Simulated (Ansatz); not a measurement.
# Phonons of MoS2 (P6_3/mmc) against volume, part 2 of 3

Wanted: Grüneisen parameters and pressure coefficients of the modes of MoS2 (P6_3/mmc).

Ansatz 0.2.0; DFT PBEsol+D3(BJ), scalar-relativistic, plane waves, PAW; PAW set soft_1.

So far. Step 3 (Bringing the structure to rest): Little changed from the start: no atom moved by 0.005 Å and no cell edge by 0.1 %.

The database entry behind the starting cell differs from later determinations by our own check (about 0.3 % long), so it need not match the best structure at ambient conditions.

**4. Tight relaxation**

Phonons need small forces and stress, so the relaxation is finished with tight tolerances on 15×15×4 k points.

input.yaml

```yaml
crystal:
  lattice:
    - [3.1090511798, 0.0, 0.0]
    - [-1.5545255899, 2.6925173033, 0.0]
    - [0.0, 0.0, 11.70949345]
  atoms:
    - { symbol: S, position: [0.3333333333, 0.6666666667, 0.6164930543] }
    - { symbol: S, position: [0.6666666667, 0.3333333333, 0.1164930543] }
    - { symbol: S, position: [0.3333333333, 0.6666666667, 0.8835069457] }
    - { symbol: S, position: [0.6666666667, 0.3333333333, 0.3835069457] }
    - { symbol: Mo, position: [0.3333333333, 0.6666666667, 0.25] }
    - { symbol: Mo, position: [0.6666666667, 0.3333333333, 0.75] }
kpoints:
  mp_grid: { grid: [15, 15, 4] }
hamiltonian:
  xc: pbesol
  dispersion: d3bj
  pseudopotentials: { kind: paw, azcp: { folder: soft_1 }, xc_functional: pbe }
scf:
  occupations: { method: fixed }
output:
  forces: true
  stress: true
  eigenvalues: true
relax:
  adjacent_minimum: "off"
  f_tol: 0.001
  max_steps: 60
  cell: { stress_tol: 0.01 }
```

Command:

```sh
$ ansatz run input.yaml --threads 8 --pin off --max-ram 16384MiB --backend cpu --events-out ev --progress --plain --runs-dir out
```

Numbers of over 12 decimals in the logs are rounded to 6 here.

Output:

```text
[...]
Crystal: 6 atoms, lattice volume = 98.022 Å³
Basis set: ecut = 420 eV, 1887 PW (Γ), exchange–correlation on 48×48×160 points (8 copies of the dense FFT grid, shifted against one another)
Bands: 32, of which v1, the nominal top of the filled ones, is band 26 counted from 1 (25 counted from 0)
Symmetry: 24 space group operations
[...]
k-points: 81 of 900
[...]
cell:  # Å, volume = 98.0222 Å³
    - [3.109051, 0.0, 0.0]
    - [-1.554526, 2.692517, 0.0]
    - [0.0, 0.0, 11.70949345]
  atoms:
    - { symbol: S, position: [0.333333, 0.666667, 0.616493] }
    - { symbol: S, position: [0.666667, 0.333333, 0.116493] }
    - { symbol: S, position: [0.333333, 0.666667, 0.883507] }
    - { symbol: S, position: [0.666667, 0.333333, 0.3835069457] }
    - { symbol: Mo, position: [0.333333, 0.666667, 0.250000] }
    - { symbol: Mo, position: [0.666667, 0.333333, 0.750000] }
[key lines of the parts left out:]
SCF converged after 8 iterations
Free energy (F): -13342.722460 eV
Fermi energy:    12.490827 eV
P = ⅓ Tr σ = -0.0035 GPa (-0.035 kbar)
```

Wall time 4.2 s (8 threads of Arm Neoverse V2, shared host); peak memory 0.6 GiB; 31 s of CPU time.

Little changed from the start: no atom moved by 0.005 Å and no cell edge by 0.1 %.

This step gave:

* pressure: -0.003547 GPa

The largest force component left is 0.17 meV/Å and the pressure is -0.004 GPa, within the tolerances set. The cell now holds 16.34 Å³/atom.

**5. Modes at rest**

The modes at rest are the reference of the series, and the response to a field gives the dielectric tensor and the Born charges.

Changes to input.yaml since step 4:

```diff
@@ -21,9 +21,7 @@
 output:
-  forces: true
-  stress: true
   eigenvalues: true
-relax:
-  adjacent_minimum: "off"
-  f_tol: 0.001
-  max_steps: 60
-  cell: { stress_tol: 0.01 }
+phonons:
+  method: dfpt
+  dielectric: true
+  rigid_motions: translations
+  raman: true
```

Output:

```text
[...]
Crystal: 6 atoms, lattice volume = 98.022 Å³
Basis set: ecut = 420 eV, 1887 PW (Γ), exchange–correlation on 48×48×160 points (8 copies of the dense FFT grid, shifted against one another)
Bands: 32, of which v1, the nominal top of the filled ones, is band 26 counted from 1 (25 counted from 0)
Symmetry: 24 space group operations
k-points: 248 of 900 (irreducible under 2 space group operations, time reversal used)
[...]
SCF iter   1: F=—  HF=-13344.349709 eV  |F-HF|=—  |Δ(HF+E_count)|=         —  Δρ=6.15e-2  dr2=4.74e0  ethr=3.10e-3  ⟨swp⟩=5.2  Hψ=34950  notcnv=0  defer=617
[...]
SCF iter  11: F=-13342.722460 eV  HF=-13342.722460 eV  |F-HF|=1.82e-12  |Δ(HF+E_count)|=  1.82e-12  Δρ=7.06e-8  dr2=5.94e-12  ethr=1.00e-12  ⟨swp⟩=14.7  Hψ=55836  notcnv=0
SCF 1 converged in 11 iterations: F = -13342.722460 eV  dr2 = 5.94e-12
[...]
NSCF: frozen V_eff on 4 k-points
DFPT response loops at Γ: preconditioner auto → Resta (q_TF=auto, 2.455 Å⁻¹)  ε∞=10.2 (no band partly filled); β = 1.00, the filter's whole step (`scf.mixing.beta` (0.50) is not read by the response loops at its default; to damp them type it under 1.00, their step now; it binds the ground state too); Broyden in place of MSR1
── the response to a field inside a basis, on 16×16×4 k-points: an SCF that follows is theirs, and a resumed run solves both again ──
Bands: 27, of which v1, the nominal top of the filled ones, is band 26 counted from 1 (25 counted from 0)
k-points: 144
[...]
Eigensolver: Dense (144 Hₖ)
SCF iter   1: F=—  HF=-13342.674268 eV  |F-HF|=—  |Δ(HF+E_count)|=         —  Δρ=2.04e-4  dr2=9.48e-6  ethr=1.00e-1
[...]
SCF iter   6: F=-13342.674273 eV  HF=-13342.674273 eV  |F-HF|=3.09e-11  |Δ(HF+E_count)|=  5.18e-10  Δρ=2.11e-7  dr2=5.79e-11  ethr=2.30e-12
SCF 1 converged in 6 iterations: F = -13342.674273 eV  dr2 = 5.79e-11
[...]
SCF converged after 11 iterations
Free energy (F): -13342.722460 eV
[...]
Internal energy: -13342.722460 eV  (E = F + TS)
E sigma→0 (E₀):  -13342.722460 eV
Fermi energy:    12.490827 eV
[...]
--- Band table (eV; the first three rows and the last of 248) ---
  k-point 0: bands = [... 22 lower, 10.2291, 10.8914, 11.5285, 12.4908, 14.5240, 14.5240, 14.5730, 14.5730, ... 2 higher]
  k-point 1: bands = [... 22 lower, 10.2156, 10.3726, 11.8732, 12.4295, 14.5212, 14.5212, 14.5386, 14.5386, ... 2 higher]
  k-point 2: bands = [... 22 lower, 10.1830, 10.1830, 12.2309, 12.2309, 14.5204, 14.5204, 14.5204, 14.5204, ... 2 higher]
  k-point 247: bands = [... 22 lower, 9.8247, 10.2294, 10.9255, 11.0319, 13.4675, 14.0600, 14.4846, 14.5455, ... 2 higher]
--- Phonons (Γ-DFPT): 4 representative perturbations + reference, on 248 of 900 k-points (Σ response iterations 12) ---
  k mesh reduced under 2 symmetry operations, with k and −k counted as one. Each operation leaves every solved perturbation unchanged. A smaller set is not considered because the run solves the response to a homogeneous field
  ASR residual: 2.564e-5 → 0.000e0 eV/Å²; symmetrization residual: 3.763e-6 eV/Å²
  pairwise dispersion correction: d3bj (s6 = 1.0, s8 = 2.9491, a1 = 0.4466, a2_bohr = 6.1742), with the weights of each atom's references fixed at the reference crystal's, and the forces and stress that the weights' published response gives there kept as a pressure on the atom's counted neighbours (hamiltonian.dispersion)
  ASR residual per site (eV/Å²): 2.54e-5 2.54e-5 2.54e-5 2.54e-5 2.56e-5 2.56e-5
  Γ frequencies (cm⁻¹): 0.00 0.00 0.00 46.23 46.23 78.39 288.80 288.80 293.68 293.68 389.73 389.73 390.63 390.63 409.85 420.68 472.48 479.00
  ε∞ (high-frequency dielectric tensor):
       15.996868     0.000000    -0.000000
        0.000000    15.996868     0.000000
       -0.000000     0.000000     8.745364
  ε⁰ (static dielectric tensor: ions relaxed, cell fixed):
       16.225611     0.000000    -0.000000
        0.000000    16.225611     0.000000
       -0.000000     0.000000     8.860517
  ε⁰ − ε∞ (ionic part):
        0.228743     0.000000     0.000000
        0.000000     0.228743     0.000000
        0.000000     0.000000     0.115153
  softest optical mode at Γ: 46.23 cm⁻¹; the repairs (sum rule, projections) moved no ω² at Γ by more than (0.89 cm⁻¹)²
  Born effective charges Z* (e; rows j = field, columns β = displacement):
    site 0:
         0.57798   -0.00000    0.00000
        -0.00000    0.57798    0.00000
         0.00000    0.00000    0.49601
    site 1:
         0.57798   -0.00000   -0.00000
        -0.00000    0.57798   -0.00000
        -0.00000   -0.00000    0.49601
    site 2:
         0.57798    0.00000   -0.00000
         0.00000    0.57798   -0.00000
        -0.00000   -0.00000    0.49601
    site 3:
         0.57798    0.00000    0.00000
        -0.00000    0.57798    0.00000
         0.00000    0.00000    0.49601
    site 4:
        -1.15596   -0.00000   -0.00000
         0.00000   -1.15596    0.00000
        -0.00000   -0.00000   -0.99203
    site 5:
        -1.15596    0.00000   -0.00000
         0.00000   -1.15596    0.00000
        -0.00000   -0.00000   -0.99203
  Z* charge neutrality: 9.147e-3 e pre-enforcement
  solved inside a basis spanned on kpoints, on 16×16×4 k-points transformed towards the longest dipole: ε∞ is read to err by 6.1e-2, Z* by 1.8e-2 e (field_mesh: kpoints solves on kpoints); Z* is corrected for what the basis lacks
  Raman tensors (in the event stream and the table raman_tensors.tsv): an entry may err by 4.9e-1 Å², one of the second-order susceptibility by 1.7e-18 pm/V (basis, points and sum rule); their sum over the sites missed zero by 7.105e-15 Å² ahead of its enforcement
  optical modes at Γ without the LO–TO term, one row a degenerate level:
      ω (cm⁻¹)  modes    IR ((D/Å)²/amu)  static Raman (Å⁴/amu)  depolarisation
         46.23      2             0.0000                17.9527           0.750
         78.39      1             0.0000                 0.0000               —
        288.80      2             0.0000                 0.0000               —
        293.68      2             0.0000                 0.1952           0.750
        389.73      2             0.0000              1167.0030           0.750
        390.63      2             3.2083                 0.0000               —
        409.85      1             0.0000                 0.0000               —
        420.68      1             0.0000              4044.7328           0.089
        472.48      1             1.1814                 0.0000               —
        479.00      1             0.0000                 0.0000               —
  optical modes at Γ + LO–TO along q̂ = [1.0000, 0.0000, 0.0000]:
      ω (cm⁻¹)  modes    IR ((D/Å)²/amu)  static Raman (Å⁴/amu)  depolarisation
         46.23      2             0.0000                17.9527           0.750
         78.39      1             0.0000                 0.0000               —
        288.80      2             0.0000                 0.0000               —
        293.68      2             0.0000                 0.1952           0.750
        389.73      2             0.0000              1167.0030           0.750
        390.63      1             1.6042                 0.0000               —
        393.42      1             1.6042                 0.0000               —
        409.85      1             0.0000                 0.0000               —
        420.68      1             0.0000              4044.7328           0.089
        472.48      1             1.1814                 0.0000               —
        479.00      1             0.0000                 0.0000               —
  optical modes at Γ + LO–TO along q̂ = [0.0000, 1.0000, 0.0000]:
      ω (cm⁻¹)  modes    IR ((D/Å)²/amu)  static Raman (Å⁴/amu)  depolarisation
         46.23      2             0.0000                17.9527           0.750
         78.39      1             0.0000                 0.0000               —
        288.80      2             0.0000                 0.0000               —
        293.68      2             0.0000                 0.1952           0.750
        389.73      2             0.0000              1167.0030           0.750
        390.63      1             1.6042                 0.0000               —
        393.42      1             1.6042                 0.0000               —
        409.85      1             0.0000                 0.0000               —
        420.68      1             0.0000              4044.7328           0.089
        472.48      1             1.1814                 0.0000               —
        479.00      1             0.0000                 0.0000               —
  optical modes at Γ + LO–TO along q̂ = [0.0000, 0.0000, 1.0000]:
      ω (cm⁻¹)  modes    IR ((D/Å)²/amu)  static Raman (Å⁴/amu)  depolarisation
         46.23      2             0.0000                17.9527           0.750
         78.39      1             0.0000                 0.0000               —
        288.80      2             0.0000                 0.0000               —
        293.68      2             0.0000                 0.1952           0.750
        389.73      2             0.0000              1167.0030           0.750
        390.63      2             3.2083                 0.0000               —
        409.85      1             0.0000                 0.0000               —
        420.68      1             0.0000              4044.7328           0.089
        475.58      1             1.1814                 0.0000               —
        479.00      1             0.0000                 0.0000               —
```

The job ended after 7 min (8 threads; peak memory 3.9 GiB; 53 min of CPU time).

Reading the cycles: dr2 is the Hartree energy of the density residual (eV), the measure of convergence; HF is the Harris–Foulkes estimate of the energy, which meets the free energy F at convergence.

This step gave:

| Item | Value |
| --- | --- |
| sum-rule residual before enforcement | 2.56e-5 eV/Å² |
| miss of the charge sum rule | 0.009147 e |
| estimated error of the dielectric tensor | 0.06112 |
| estimated error of the Born charges | 0.01832 e |
| point group | 6/mmm |
| highest optical mode at the zone centre (no LO-TO term) | 479 cm⁻¹ |
| lowest optical zone-centre mode | 46.23 cm⁻¹ |
| mean high-frequency dielectric constant | 13.58 |
| largest Born charge (third of the trace) | -1.101 e |
| mean static dielectric constant | 13.77 |
| top of the zone-centre spectrum with the field | 479 cm⁻¹ |

Without the LO-TO term. Patterns of degenerate modes are one choice out of their space. The modes at Γ (shares of kinetic energy by element, %):

```tsv
mode	frequency (cm⁻¹)	symmetry	S %	Mo %
1	0.0	acoustic	40	60
2	0.0	acoustic	40	60
3	0.0	acoustic	40	60
4	46.2	E2g	40	60
5	46.2	E2g	40	60
6	78.4	B1g	38	62
7	288.8	E2u	100	0
8	288.8	E2u	100	0
9	293.7	E1g	100	0
10	293.7	E1g	100	0
11	389.7	E2g	60	40
12	389.7	E2g	60	40
13	390.6	E1u	60	40
14	390.6	E1u	60	40
15	409.9	B2u	100	0
16	420.7	A1g	100	0
17	472.5	A2u	60	40
18	479.0	B1g	62	38
```

Displacements in mode 4 (46.2 cm⁻¹), the largest set to 1:
```
S1   0.00  0.99  0.00
S2   0.00 -0.99  0.00
S3   0.00  0.99  0.00
S4   0.00 -0.99  0.00
Mo5  0.00 -1.00  0.00
Mo6  0.00  1.00  0.00
```

Displacements in mode 18 (479.0 cm⁻¹), the largest set to 1:
```
S1   0.00  0.00  1.00
S2   0.00  0.00 -1.00
S3   0.00  0.00  1.00
S4   0.00  0.00 -1.00
Mo5  0.00  0.00  0.64
Mo6  0.00  0.00 -0.64
```

Optical modes at the zone centre, without and with the macroscopic field of the longitudinal modes; each column is sorted by frequency, so a row need not hold one and the same mode. Modes with and without the field, by row:

```tsv
rank among optical modes	no field (cm⁻¹)	q along (1, 0, 0) (cm⁻¹)	q along (0, 0, 1) (cm⁻¹)
1	46.2	46.2	46.2
2	46.2	46.2	46.2
3	78.4	78.4	78.4
4	288.8	288.8	288.8
5	288.8	288.8	288.8
6	293.7	293.7	293.7
7	293.7	293.7	293.7
8	389.7	389.7	389.7
9	389.7	389.7	389.7
10	390.6	390.6	390.6
11	390.6	393.4	390.6
12	409.9	409.9	409.9
13	420.7	420.7	420.7
14	472.5	472.5	475.6
15	479	479	479
```

Born charge (rows field, columns displacement) (e), principal values of the symmetric part by kind of site:

```tsv
atom	atoms with these values	low	middle	high	mean
S1	4	0.50	0.58	0.58	0.55
Mo5	2	-1.16	-1.16	-0.99	-1.10
```

In full for Mo5:

```
-1.16  0.00  0.00
 0.00 -1.16  0.00
 0.00  0.00 -0.99
```

High-frequency dielectric tensor:

```
16.00  0.00  0.00
 0.00 16.00  0.00
 0.00  0.00  8.75
```

Static dielectric tensor (ions relaxed, fixed cell):

```
16.23  0.00  0.00
 0.00 16.23  0.00
 0.00  0.00  8.86
```

Transverse modes. Lines of the infrared spectrum (strongest = 100):

```tsv
position (cm⁻¹)	relative intensity
46	0.0
78	0.0
289	0.0
294	0.0
390	0.0
391	100
410	0.0
421	0.0
472	37
479	0.0
```

Activity x (w_L - w)^4 (n + 1)/w, 532 nm, 300 K; the tensors are static ones, while 532 nm light lies above the computed direct gap, where resonance would change the heights; modes without the macroscopic field alone. Raman lines, with heights relative to the strongest:

```tsv
position (cm⁻¹)	relative intensity
46	19
78	0.0
289	0.0
294	0.0
390	32
391	0.0
410	0.0
421	100
472	0.0
479	0.0
```

Before it was imposed, the acoustic sum rule was missed by 2.6e-5 eV/Å² and the charge sum rule by 0.0091 e. Small misses are needed for a sound result but don't prove that mesh and cutoff are converged. The lowest optical mode is real, 46.2 cm⁻¹.

**6. Relaxation of a member: 1.06 times the volume at rest**

The cell is set to 1.06 times the volume at rest, and shape and atoms relax at that volume.

input.yaml

```yaml
crystal:
  lattice:
    - [3.1482827623, 0.0, 0.0]
    - [-1.5741413812, 2.7264928505, 0.0]
    - [0.0, 0.0, 12.1046504521]
  atoms:
    - { symbol: S, position: [0.3333333333, 0.6666666667, 0.6202109463] }
    - { symbol: S, position: [0.6666666667, 0.3333333333, 0.1202109463] }
    - { symbol: S, position: [0.3333333333, 0.6666666667, 0.8797890537] }
    - { symbol: S, position: [0.6666666667, 0.3333333333, 0.3797890537] }
    - { symbol: Mo, position: [0.3333333333, 0.6666666667, 0.25] }
    - { symbol: Mo, position: [0.6666666667, 0.3333333333, 0.75] }
kpoints:
  mp_grid: { grid: [15, 15, 4] }
hamiltonian:
  xc: pbesol
  dispersion: d3bj
  pseudopotentials: { kind: paw, azcp: { folder: soft_1 }, xc_functional: pbe }
scf:
  occupations: { method: gaussian, width: 0.02 }
output:
  forces: true
  stress: true
  eigenvalues: true
relax:
  adjacent_minimum: "off"
  f_tol: 0.001
  max_steps: 60
  cell: { stress_tol: 0.01, fix: [volume] }
```

Output:

```text
[...]
Crystal: 6 atoms, lattice volume = 103.904 Å³
Basis set: ecut = 420 eV, 2009 PW (Γ), exchange–correlation on 48×48×162 points (8 copies of the dense FFT grid, shifted against one another)
Bands: 32, of which v1, the nominal top of the filled ones, is band 26 counted from 1 (25 counted from 0)
Symmetry: 24 space group operations
[...]
k-points: 81 of 900
[...]
cell:  # Å, volume = 103.9035 Å³
    - [3.135291, 2.8748293044738313e-11, 0.0]
    - [-1.567645, 2.715241, 0.0]
    - [0.0, 0.0, 12.205177]
  atoms:
    - { symbol: S, position: [0.333333, 0.666667, 0.622163] }
    - { symbol: S, position: [0.666667, 0.333333, 0.122163] }
    - { symbol: S, position: [0.333333, 0.666667, 0.877837] }
    - { symbol: S, position: [0.666667, 0.333333, 0.377837] }
    - { symbol: Mo, position: [0.333333, 0.666667, 0.25] }
    - { symbol: Mo, position: [0.666667, 0.333333, 0.75] }
[key lines of the parts left out:]
SCF converged after 10 iterations
Free energy (F): -13342.662708 eV
Fermi energy:    11.742461 eV
P = ⅓ Tr σ = -2.8566 GPa (-28.566 kbar)
```

Wall time 11 s (8 threads); peak memory 0.63 GiB.

The steps of the relaxation:

```tsv
step	energy less that of the first step (eV)	largest force component (eV/Å)	pressure (GPa)	volume (Å³)
1	0.0000	0.3101	-5.10	103.90
2	-0.0121	0.1002	-2.06	103.90
3	-0.0138	0.0021	-2.88	103.90
4	-0.0138	0.0045	-2.86	103.90
5	-0.0138	0.0000	-2.86	103.90
6*	-0.0138	0.0000	-2.86	103.90
```

Relaxation steps marked * repeat the geometry before them on a plane-wave basis chosen anew for their cell, so energy and pressure can jump there.

The run keeps the 24 symmetry operations that it works with, so distortions that break them were not tested.

```tsv
conventional cell, symmetrised	before	after	change
a (Å)	3.148	3.135	-0.4 %
b (Å)	3.148	3.135	-0.4 %
c (Å)	12.105	12.205	+0.8 %
volume (Å³/atom)	17.32	17.32	-0.0 %
```

The atoms that moved most (Å, as changes of fractional coordinates times the final cell):

```tsv
atom	dx	dy	dz	length
S3	0.000	0.000	-0.024	0.024
S2	0.000	0.000	0.024	0.024
S4	0.000	0.000	-0.024	0.024
S1	0.000	0.000	0.024	0.024
```

The relaxed structure:

```xyz
6
Lattice="3.1353 0.0000 0.0000 -1.5676 2.7152 0.0000 0.0000 0.0000 12.2052" Properties=species:S:1:pos:R:3 pbc="T T T"
S     0.0000    1.8102    7.5936
S     1.5676    0.9051    1.4910
S     0.0000    1.8102   10.7142
S     1.5676    0.9051    4.6116
Mo    0.0000    1.8102    3.0513
Mo    1.5676    0.9051    9.1539
```

This step gave:

```yaml
pressure: -2.857 GPa
gap_on_the_k_mesh: 0.8404 eV
volume_per_atom: 17.32 Å³
```

The largest force component left is 0.026 meV/Å, at a pressure of -2.86 GPa.

(Continued in part 3 of 3.)

[Logs are printed without paths, hosts, clocks, repeated set-up lines and the standing remarks that a program may print on its own settings, such as how far it seeks lower states.]

[Hosts, paths, dates, database ids (printed as entryN), source tags and the programs' standing remarks are cut or masked in the printed files.]
